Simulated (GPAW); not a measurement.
**hexatriene-1,6-dithiol between two Ir chains: transmission at several levels**

Aim: T(E), conductance and thermopower of hexatriene-1,6-dithiol between two Ir chains, and what cheaper settings cost in accuracy.

Program: GPAW 26.7.0. Level of theory: GPAW LCAO, PAW setups; Landauer transmission from Green's functions with principal layers (ASE), zero bias. Results are calculated unless marked as measured.

Report form: the programs' logs are mostly left out.

## Step 1: Starting point

The cell holds 28 atoms: 14 Ir, 2 S, 6 C and 6 H. Cell: a = 11.477 Å, b = 9.000 Å, c = 42.660 Å, α = 90.0°, β = 90.0°, γ = 90.0°. Regions: left lead, 7 atoms (7 Ir); channel, 14 atoms (2 S, 6 C and 6 H); right lead, 7 atoms (7 Ir). Vacuum lies along a and b. The structure is stacked along c, and the current runs across the ab planes.

## Step 2: Double-zeta polarised basis

Localised orbitals split the wire into layers that couple to their neighbours alone, which is what the Green's function method needs; double zeta with polarisation is the usual level for numbers.

run.py

```python
import json
import numpy as np
from ase import Atoms
from ase.transport.calculators import TransportCalculator
from gpaw import GPAW, FermiDirac
from gpaw.lcao.tools import get_lcao_hamiltonian
from scipy.linalg import eigh

# The junction with lead layers at both ends, along the third cell vector
device = Atoms(
    ['Ir', 'Ir', 'Ir', 'Ir', 'Ir', 'Ir', 'Ir', 'S', 'C', 'H', 'H', 'C', 'C', 'H', 'H', 'C', 'C', 'H', 'H', 'C', 'S', 'Ir', 'Ir', 'Ir', 'Ir', 'Ir', 'Ir', 'Ir'],
    positions=[
        [5.73836, 4.50000, 1.15000],
        [5.73836, 4.50000, 3.45000],
        [5.73836, 4.50000, 5.75000],
        [5.73836, 4.50000, 8.05000],
        [5.73836, 4.50000, 10.35000],
        [5.73836, 4.50000, 12.65000],
        [5.73836, 4.50000, 14.95000],
        [4.39709, 4.49998, 16.94023],
        [4.25887, 4.49998, 18.66435],
        [3.25001, 4.49997, 19.06730],
        [6.33117, 4.49999, 19.06757],
        [5.32383, 4.49999, 19.47828],
        [5.20627, 4.49998, 20.92118],
        [7.27655, 4.49999, 21.32268],
        [4.20017, 4.49998, 21.33697],
        [6.27045, 4.49998, 21.73847],
        [6.15289, 4.49998, 23.18137],
        [5.14554, 4.49998, 23.59207],
        [8.22671, 4.49998, 23.59235],
        [7.21785, 4.49998, 23.99530],
        [7.07962, 4.49997, 25.71942],
        [5.73836, 4.50000, 27.70965],
        [5.73836, 4.50000, 30.00965],
        [5.73836, 4.50000, 32.30965],
        [5.73836, 4.50000, 34.60965],
        [5.73836, 4.50000, 36.90965],
        [5.73836, 4.50000, 39.20965],
        [5.73836, 4.50000, 41.50965]],
    cell=[[11.47671, 0.0, 0.0], [0.0, 9.0, 0.0], [0.0, 0.0, 42.65965]],
    pbc=True)

# One principal layer of the lead: the first 5 atoms of the device
lead = Atoms(
    ['Ir', 'Ir', 'Ir', 'Ir', 'Ir'],
    positions=[
        [5.73836, 4.50000, 1.15000],
        [5.73836, 4.50000, 3.45000],
        [5.73836, 4.50000, 5.75000],
        [5.73836, 4.50000, 8.05000],
        [5.73836, 4.50000, 10.35000]],
    cell=[[11.47671, 0.0, 0.0], [0.0, 9.0, 0.0], [0.0, 0.0, 11.5]],
    pbc=True)

settings = dict(mode='lcao', basis='dzp', xc='PBE', h=0.2,
                occupations=FermiDirac(0.1), maxiter=250,
                mixer=dict(beta=0.1, nmaxold=8, weight=100.0),
                convergence=dict(density=0.0001))
energies = np.arange(-2, 2 + 1e-9, 0.05)
eta = 0.0001
n1, n2 = 1, 1
# k and -k transmit alike, so half of the mesh across the current serves
mesh = [(i, j) for i in range(n1) for j in range(n2) if (i, j) <= (-i % n1, -j % n2)]
weights = np.array([1 if (i, j) == (-i % n1, -j % n2) else 2 for i, j in mesh]) / (n1 * n2)


def ground_state(atoms, size, txt):
    atoms.calc = GPAW(kpts={'size': size, 'gamma': True}, symmetry={'tolerance': 1e-3}, txt=txt, **settings)
    atoms.get_potential_energy()
    return atoms.calc.get_fermi_level()


def blocks(atoms, fermi, points, nz, cells):
    """H - E_F S and S between cell 0 and the cells above it, at each point across the current."""
    kz = np.arange(nz) / nz
    calc = atoms.calc.fixed_density(kpts=[(*k, z) for k in points for z in kz], symmetry='off', txt=None)
    H, S = get_lcao_hamiltonian(calc)
    H = (H - fermi * S).reshape(len(H), len(points), nz, *S.shape[1:])
    S = S.reshape(H.shape[1:])
    phases = [np.exp(-2j * np.pi * kz * R) / nz for R in cells]
    return [(np.einsum('skzij,z->ksij', H, p), np.einsum('kzij,z->kij', S, p)) for p in phases]


def pair(a, b):
    return np.block([[a, b], [b.T.conj(), a]])


def count_channels(h, s, cells, nk=240):
    """Half the number of times that the lead's bands cross each energy, unfolded to its shortest repeat."""
    b = len(h) // cells
    bands = []
    for k in (np.arange(nk + 1) + 0.5) / nk:
        hk, sk = h[:b, :b].copy(), s[:b, :b].copy()
        for R in range(1, cells):
            phase, block = np.exp(2j * np.pi * k * R), slice(R * b, (R + 1) * b)
            hk += h[:b, block] * phase + (h[:b, block] * phase).T.conj()
            sk += s[:b, block] * phase + (s[:b, block] * phase).T.conj()
        w, u = eigh(sk)
        x = u[:, w > 1e-5] / w[w > 1e-5]**0.5  # drop near-dependent combinations
        bands.append(np.r_[eigh(x.T.conj() @ hk @ x, eigvals_only=True), [1e9] * (w <= 1e-5).sum()])
    below = np.array(bands)[:, :, None] < energies
    return (below[1:] != below[:-1]).sum((0, 1)) / 2


fermi_lead = ground_state(lead, (1, 1, 10), 'lead.txt')
fermi_device = ground_state(device, (1, 1, 2), 'device.txt')
T, channels, eigen, tail, misfit, shifts = [], [], [], 0.0, 0.0, []
for first in range(0, len(mesh), 141):
    points = [(i / n1, j / n2) for i, j in mesh[first:first + 141]]
    (H0k, S0k), (H1k, S1k), (H2k, _) = blocks(lead, fermi_lead, points, 5, range(3))
    [(Hk, Sk)] = blocks(device, fermi_device, points, 2, [0])
    tail = max(tail, abs(H2k).max())
    for H0, S0, H1, S1, H, S in zip(H0k, S0k, H1k, S1k, Hk, Sk):
        n = len(S0)
        # Shift the lead onto the potential of the device's first layer
        shift = ((H[:, 0, 0] - H0[:, 0, 0]) / S0[0, 0]).real.mean()
        shifts.append(shift)
        misfit = max(misfit, abs(H[:, :n, :n] - H0 - shift * S0).max())
        Tk, Ck, Ek = [], [], []
        for s in range(len(H)):
            t = s % len(H0)  # a lead without moments serves both spins
            h1, s1 = pair(H0[t] + shift * S0, H1[t] + shift * S1), pair(S0, S1)
            leads = dict(h1=h1, s1=s1, energies=energies, eta=eta, eta1=eta, eta2=eta)
            calc = TransportCalculator(h=H[s], s=S, eigenchannels=3, **leads)
            Tk.append(calc.get_transmission())
            Ek.append(np.sort(calc.eigenchannels_ne, axis=0)[::-1])
            Ck.append(count_channels(h1, s1, 10))
        T.append(Tk)
        channels.append(Ck)
        eigen.append(Ek)
T, channels = np.array(T), np.array(channels)
mean, open_channels = np.einsum('kse,k->se', T, weights), np.einsum('kse,k->se', channels, weights)

print(f'basis functions: device {len(S)}, principal layer {n}')
print(f'Fermi level: lead {fermi_lead:.4f} eV, device {fermi_device:.4f} eV; lead shifted by {np.mean(shifts):.4f} eV')
print(f'largest coupling past the next layer {tail:.2e} eV, largest misfit of the first layer {misfit:.3f} eV')
print('  E-E_F (eV)   ' + 'T (one spin)  channels')
for e, t, c in zip(energies, mean.T, open_channels.T):
    print(f'{e:10.3f}  ', *[f'{x:11.4e}' for x in t], *[f'{x:9.4f}' for x in c])

kT = 8.617333e-5 * 77
fine = np.linspace(energies[0], energies[-1], 4001)
both = np.exp(np.interp(fine, energies, np.log(np.maximum(mean.sum(0) * 2 / len(mean), 1e-30))))
fermi = lambda mu: 1 / (1 + np.exp(np.clip((fine - mu) / kT, -200, 200)))
slope = fermi(0) * (1 - fermi(0)) / kT
G = np.trapezoid(both * slope, fine) / 2
seebeck = -np.trapezoid(both * slope * fine, fine) / (2 * G * 77) * 1e6
print(f'conductance at 77 K: {G:.5g} G0 a cell; thermopower {seebeck:.4g} uV/K')
bias = [0.1, 0.2, 0.5, 1.0, 1.5, 2.0]
current = [38.74 * np.trapezoid(both * (fermi(V / 2) - fermi(-V / 2)), fine) for V in bias]
for V, I in zip(bias, current):
    print(f'current from the zero-bias T(E) at {V} V: {I:.5g} uA')
zero = abs(energies).argmin()
json.dump(dict(energies=energies.tolist(), T=mean.tolist(), channels=open_channels.tolist(), G=G, seebeck=seebeck,
               bias=bias, current=current, tail=tail, misfit=misfit, shift=np.mean(shifts), n_device=len(S), n_lead=n,
               fermi=[fermi_lead, fermi_device], energy=device.get_potential_energy(),
               moments=device.get_magnetic_moments().tolist(), mesh=mesh, weights=weights.tolist(),
               T_k=T[:, :, zero].tolist(), eigen=np.array(eigen[0]).tolist()), open('result.json', 'w'))
```

Command:

```console
OMP_NUM_THREADS=1 OPENBLAS_NUM_THREADS=1 python run.py
```

Run time: 4.5 min. Hardware: 1 thread of Arm Neoverse V1, shared host; peak memory 1.8 GiB.

This step gave:

```yaml
conductance: 0.9061 G₀
largest_coupling_past_the_next_principal_layer: 1.48e-6 eV
largest_misfit_of_the_first_principal_layer: 0.1935 eV
shift_that_aligns_the_lead: -0.02040 eV
basis_functions_of_the_junction: 512
basis_functions_of_a_principal_layer: 135
transmission_at_the_fermi_level_one_spin: 0.8992
```

One spin. The transmission, zone mean by energy, zero at the Fermi level:

| energy (eV) | transmission, zone mean |
| --- | --- |
| -2.00 | 0.378 |
| -1.85 | 0.694 |
| -1.70 | 1.00 |
| -1.60 | 0.947 |
| -1.45 | 0.687 |
| -1.30 | 0.841 |
| -1.15 | 0.957 |
| -1.05 | 0.946 |
| -0.90 | 1.00 |
| -0.75 | 0.977 |
| -0.60 | 0.895 |
| -0.50 | 0.901 |
| -0.35 | 0.874 |
| -0.20 | 0.952 |
| -0.15 | 0.997 |
| -0.05 | 0.975 |
| 0.00 | 0.899 |
| 0.05 | 0.901 |
| 0.15 | 0.996 |
| 0.20 | 0.920 |
| 0.35 | 0.458 |
| 0.50 | 0.242 |
| 0.60 | 0.173 |
| 0.75 | 0.119 |
| 0.90 | 0.0923 |
| 1.05 | 0.0791 |
| 1.15 | 0.0744 |
| 1.30 | 0.0709 |
| 1.45 | 0.0694 |
| 1.60 | 0.0672 |
| 1.70 | 0.0622 |
| 1.85 | 0.0337 |
| 2.00 | 2.1e-5 |

Not self-consistent under bias; the bias window is split evenly. The current through one cell, from the zero-bias transmission by bias:

| bias (V) | current through one cell, from the zero-bias transmission (μA) |
| --- | --- |
| 0.100 | 7.11 |
| 0.200 | 14.2 |
| 0.500 | 35.7 |
| 1.000 | 61.3 |
| 1.500 | 82.4 |
| 2.000 | 103 |

The transmission of the three most open eigenchannels by energy, zero at the Fermi level:

| energy (eV) | channel 1 | channel 2 | channel 3 |
| --- | --- | --- | --- |
| -2.00 | 0.366 | 0.0117 | 3.3e-6 |
| -1.85 | 0.680 | 0.0133 | 5.3e-6 |
| -1.70 | 0.990 | 0.0138 | 7.4e-6 |
| -1.60 | 0.935 | 0.0122 | 8.7e-6 |
| -1.45 | 0.679 | 0.00778 | 1.1e-5 |
| -1.30 | 0.836 | 0.00497 | 1.7e-5 |
| -1.15 | 0.952 | 0.00515 | 1.8e-5 |
| -1.05 | 0.941 | 0.00426 | 1.8e-5 |
| -0.90 | 0.997 | 0.00383 | 1.8e-5 |
| -0.75 | 0.973 | 0.00373 | 1.6e-5 |
| -0.60 | 0.892 | 0.00380 | 1.5e-5 |
| -0.50 | 0.896 | 0.00404 | 1.5e-5 |
| -0.35 | 0.870 | 0.00383 | 1.4e-5 |
| -0.20 | 0.946 | 0.00539 | 1.4e-5 |
| -0.05 | 0.972 | 0.00321 | 1.3e-5 |
| 0.00 | 0.897 | 0.00230 | 1.3e-5 |
| 0.05 | 0.899 | 0.00167 | 1.3e-5 |
| 0.20 | 0.919 | 6.6e-4 | 1.1e-5 |
| 0.35 | 0.457 | 5.1e-4 | 8.4e-6 |
| 0.50 | 0.241 | 4.1e-4 | 6.4e-6 |
| 0.60 | 0.173 | 3.5e-4 | 5.2e-6 |
| 0.75 | 0.119 | 2.8e-4 | 3.3e-6 |
| 0.90 | 0.0921 | 1.6e-4 | 1.2e-6 |
| 1.05 | 0.0789 | 1.6e-4 | 1.1e-6 |
| 1.15 | 0.0742 | 1.7e-4 | 1.1e-6 |
| 1.30 | 0.0707 | 1.7e-4 | 1.0e-6 |
| 1.45 | 0.0692 | 1.7e-4 | 1.0e-6 |
| 1.60 | 0.0670 | 1.6e-4 | 9.9e-7 |
| 1.70 | 0.0620 | 1.4e-4 | 9.4e-7 |
| 1.85 | 0.0336 | 9.6e-5 | 6.6e-7 |
| 2.00 | 2.1e-5 | 7.7e-10 | 0 |

Couplings past the next layer reach 1.5e-6 eV, small enough to drop; the matrix elements of the cell's first layer differ from the bulk lead's by up to 0.19 eV. That layer keeps its own values in the calculation, and only beyond it is the lead taken as perfect. The Fermi levels of lead and junction count from different zeros of potential, one for each periodic cell; with both set to zero, the small remaining shift is what aligns them. Without spin-orbit coupling, which is large for these atoms, channel counts and T are those of the scalar-relativistic bands. By hand: G = 0.9061 × 77.48 μS = 70.2 μS, a resistance of 14.2 kΩ; at 0.1 V a linear junction would pass 7.02 μA, and the integral over the bias window gives 7.11 μA.

## Step 3: Single-zeta polarised basis

The second zeta is dropped, the polarisation orbitals stay.

run.py: that of step 2 with these lines changed.

```diff
@@ -55,3 +55,3 @@
 
-settings = dict(mode='lcao', basis='dzp', xc='PBE', h=0.2,
+settings = dict(mode='lcao', basis='szp(dzp)', xc='PBE', h=0.2,
                 occupations=FermiDirac(0.1), maxiter=250,
```

It took 2.5 min on 1 thread; peak memory 1.7 GiB.

Numbers from this step:

```yaml
conductance: 0.9562 G₀
largest_misfit_of_the_first_principal_layer: 0.2282 eV
shift_that_aligns_the_lead: -0.03171 eV
basis_functions_of_the_junction: 306
basis_functions_of_a_principal_layer: 75
transmission_at_the_fermi_level_one_spin: 0.9498
```

One spin. Table of transmission, zone mean by energy, zero at the Fermi level:

| energy (eV) | transmission, zone mean |
| --- | --- |
| -2.00 | 0.425 |
| -1.85 | 0.803 |
| -1.70 | 1.00 |
| -1.60 | 0.895 |
| -1.45 | 0.710 |
| -1.30 | 0.823 |
| -1.15 | 0.999 |
| -1.10 | 0.999 |
| -1.05 | 0.999 |
| -0.90 | 0.928 |
| -0.75 | 0.859 |
| -0.60 | 0.731 |
| -0.50 | 0.755 |
| -0.35 | 0.756 |
| -0.20 | 0.896 |
| -0.05 | 0.996 |
| 0.00 | 0.950 |
| 0.05 | 0.974 |
| 0.20 | 0.646 |
| 0.35 | 0.294 |
| 0.50 | 0.175 |
| 0.60 | 0.137 |
| 0.75 | 0.106 |
| 0.90 | 0.0923 |
| 1.05 | 0.0876 |
| 1.15 | 0.0883 |
| 1.30 | 0.0948 |
| 1.45 | 0.110 |
| 1.60 | 0.136 |
| 1.70 | 0.159 |
| 1.80 | 0.170 |
| 1.85 | 0.151 |
| 2.00 | 1.7e-5 |

Not self-consistent under bias; the bias window is split evenly. The current through one cell, from the zero-bias transmission by bias:

| bias (V) | current through one cell, from the zero-bias transmission (μA) |
| --- | --- |
| 0.100 | 7.49 |
| 0.200 | 15.0 |
| 0.500 | 34.3 |
| 1.000 | 54.7 |
| 1.500 | 72.2 |
| 2.000 | 91.9 |

Table of transmission of the three most open eigenchannels by energy, zero at the Fermi level:

| energy (eV) | channel 1 | channel 2 | channel 3 |
| --- | --- | --- | --- |
| -2.000 | 0.419 | 0.00509 | 2.6e-6 |
| -1.800 | 0.915 | 0.00680 | 4.4e-6 |
| -1.600 | 0.888 | 0.00651 | 6.6e-6 |
| -1.400 | 0.676 | 0.00387 | 9.6e-6 |
| -1.200 | 0.989 | 0.00298 | 1.6e-5 |
| -1.000 | 0.996 | 0.00234 | 1.6e-5 |
| -0.800 | 0.871 | 0.00229 | 1.7e-5 |
| -0.600 | 0.729 | 0.00218 | 1.6e-5 |
| -0.400 | 0.783 | 0.00236 | 1.4e-5 |
| -0.200 | 0.892 | 0.00378 | 1.4e-5 |
| 0.000 | 0.948 | 0.00172 | 1.3e-5 |
| 0.200 | 0.646 | 4.5e-4 | 1.1e-5 |
| 0.400 | 0.241 | 3.4e-4 | 8.4e-6 |
| 0.600 | 0.137 | 2.6e-4 | 5.7e-6 |
| 0.800 | 0.100 | 1.3e-4 | 1.3e-6 |
| 1.000 | 0.0882 | 1.2e-4 | 1.3e-6 |
| 1.200 | 0.0895 | 1.3e-4 | 1.2e-6 |
| 1.400 | 0.103 | 1.3e-4 | 1.1e-6 |
| 1.600 | 0.136 | 1.3e-4 | 1.0e-6 |
| 1.800 | 0.170 | 1.2e-4 | 8.7e-7 |
| 2.000 | 1.7e-5 | 2.5e-8 | 0 |

The conductance, 0.956 G₀, lies 5.5 % above that of the dzp run.

## Step 4: Minimal basis

One function for each valence shell of the setup, as for a first survey of a large system.

run.py: that of step 3 with these lines changed.

```diff
@@ -55,3 +55,3 @@
 
-settings = dict(mode='lcao', basis='szp(dzp)', xc='PBE', h=0.2,
+settings = dict(mode='lcao', basis='sz(dzp)', xc='PBE', h=0.2,
                 occupations=FermiDirac(0.1), maxiter=250,
```

The job ended after 2.1 min (1 thread; peak memory 1.6 GiB).

Numbers from this step:

| Item | Value |
| --- | --- |
| conductance | 0.9927 G₀ |
| largest coupling past the next principal layer | 1.47e-6 eV |
| largest misfit of the first principal layer | 0.1289 eV |
| shift that aligns the lead | -0.03399 eV |
| basis functions of the junction | 206 |
| basis functions of a principal layer | 60 |
| transmission at the Fermi level (one spin) | 0.9968 |
| open channels of the lead at the Fermi level (one spin) | 6 |

The conductance, 0.993 G₀, lies 10 % above that of the dzp run.

## Step 5: LDA in the dzp basis: xc = "LDA"

Back in the dzp basis, the functional changes from PBE to LDA, to set the spread between functionals beside that between bases.

run.py: that of step 4 with these lines changed.

```diff
@@ -55,3 +55,3 @@
 
-settings = dict(mode='lcao', basis='sz(dzp)', xc='PBE', h=0.2,
+settings = dict(mode='lcao', basis='dzp', xc='LDA', h=0.2,
                 occupations=FermiDirac(0.1), maxiter=250,
```

It took 3.8 min on 1 thread; peak memory 1.8 GiB.

This step gave:

```
conductance                                    : 0.8911 G₀
largest coupling past the next principal layer : 1.53e-6 eV
largest misfit of the first principal layer    : 0.1954 eV
shift that aligns the lead                     : -0.02416 eV
basis functions of the junction                : 512
basis functions of a principal layer           : 135
transmission at the Fermi level (one spin)     : 0.8843
```

One spin. Table of transmission, zone mean by energy, zero at the Fermi level:

energy (eV), transmission, zone mean and a bar:
```
    -2.00       0.38 ###########
    -1.80       0.81 ########################
    -1.65       1.01 ##############################
    -1.60       0.96 #############################
    -1.45       0.72 #####################
    -1.25       0.93 ############################
    -1.05       0.96 #############################
    -0.95       1.00 ##############################
    -0.85       0.99 #############################
    -0.65       0.92 ############################
    -0.50       0.91 ###########################
    -0.30       0.88 ##########################
    -0.15       1.00 ##############################
    -0.10       0.99 ##############################
     0.00       0.88 ##########################
     0.10       0.72 #####################
     0.15       0.99 #############################
     0.30       0.61 ##################
     0.50       0.25 ########
     0.65       0.16 #####
     0.85       0.10 ###
     1.05       0.08 ##
     1.25       0.07 ##
     1.45       0.07 ##
     1.60       0.07 ##
     1.80       0.05 #
     2.00       0.00
```

The conductance, 0.891 G₀, lies 1.6 % below that of the dzp run.

## Step 6: All levels side by side

Times are for 1 thread of Arm Neoverse V1, shared host. The series side by side:

| no. | run | conductance (G₀) | time | memory (GiB) |
| --- | --- | --- | --- | --- |
| 1 | dzp | 0.9061 | 4.5 min | 1.8 |
| 2 | szp | 0.9562 | 2.5 min | 1.7 |
| 3 | sz | 0.9927 | 2.1 min | 1.6 |
| 4 | dzp LDA | 0.8911 | 3.8 min | 1.8 |

## Step 7: The levels side by side

The curves are compared point by point over the common energies.

This step: comparison of transmission and cost over codes and levels (GPAW 26.7.0).

Ladder, by row:

| step | code | T at the Fermi level (sum over the listed spins) | conductance (G0) | r.m.s. T(E) from the first | wall time (s) | peak memory (GiB) | threads |
| --- | --- | --- | --- | --- | --- | --- | --- |
| dzp | GPAW | 0.8992 | 0.9061 | 0 | 271.2 | 1.77 | 1 |
| szp | GPAW | 0.9498 | 0.9562 | 0.09107 | 150.4 | 1.7 | 1 |
| sz | GPAW | 0.9968 | 0.9927 | 0.1814 | 126.8 | 1.64 | 1 |
| dzp-LDA | GPAW | 0.8843 | 0.8911 | 0.01632 | 225.2 | 1.77 | 1 |

The transmission, zone mean, sum over the listed spins by energy, zero at the Fermi level:

| energy (eV) | dzp | szp | sz | dzp-LDA |
| --- | --- | --- | --- | --- |
| -2.000 | 0.378 | 0.425 | 0.690 | 0.379 |
| -1.850 | 0.694 | 0.803 | 1.00 | 0.685 |
| -1.800 | 0.826 | 0.922 | 0.991 | 0.814 |
| -1.700 | 1.00 | 1.00 | 0.867 | 0.998 |
| -1.650 | 1.00 | 0.961 | 0.795 | 1.01 |
| -1.600 | 0.947 | 0.895 | 0.734 | 0.964 |
| -1.400 | 0.619 | 0.680 | 0.648 | 0.656 |
| -1.200 | 0.940 | 0.992 | 0.998 | 0.957 |
| -1.100 | 0.947 | 0.999 | 0.998 | 0.968 |
| -1.000 | 0.968 | 0.998 | 0.981 | 0.982 |
| -0.900 | 1.00 | 0.928 | 0.857 | 0.998 |
| -0.800 | 0.987 | 0.873 | 0.790 | 0.981 |
| -0.600 | 0.895 | 0.731 | 0.595 | 0.899 |
| -0.400 | 0.902 | 0.785 | 0.634 | 0.922 |
| -0.200 | 0.952 | 0.896 | 0.783 | 0.965 |
| -0.150 | 0.997 | 0.979 | 0.909 | 1.000 |
| 0.000 | 0.899 | 0.950 | 0.997 | 0.884 |
| 0.150 | 0.996 | 0.886 | 0.594 | 0.988 |
| 0.200 | 0.920 | 0.646 | 0.397 | 0.941 |
| 0.400 | 0.363 | 0.241 | 0.157 | 0.379 |
| 0.600 | 0.173 | 0.137 | 0.0955 | 0.182 |
| 0.800 | 0.108 | 0.100 | 0.0731 | 0.114 |
| 1.000 | 0.0825 | 0.0883 | 0.0667 | 0.0868 |
| 1.200 | 0.0729 | 0.0897 | 0.0697 | 0.0762 |
| 1.400 | 0.0698 | 0.104 | 0.0828 | 0.0727 |
| 1.600 | 0.0672 | 0.136 | 0.113 | 0.0701 |
| 1.800 | 0.0482 | 0.170 | 0.143 | 0.0478 |
| 2.000 | 2.1e-5 | 1.7e-5 | 1.6e-5 | 2.2e-5 |

(Continued in part 2 of 2.)

[Logs are printed without paths, hosts, clocks, repeated set-up lines and the standing remarks that a program may print on its own settings, such as how far it seeks lower states.]

[Hosts, paths, dates, database ids (printed as entryN), source tags and the programs' standing remarks are cut or masked in the printed files.]
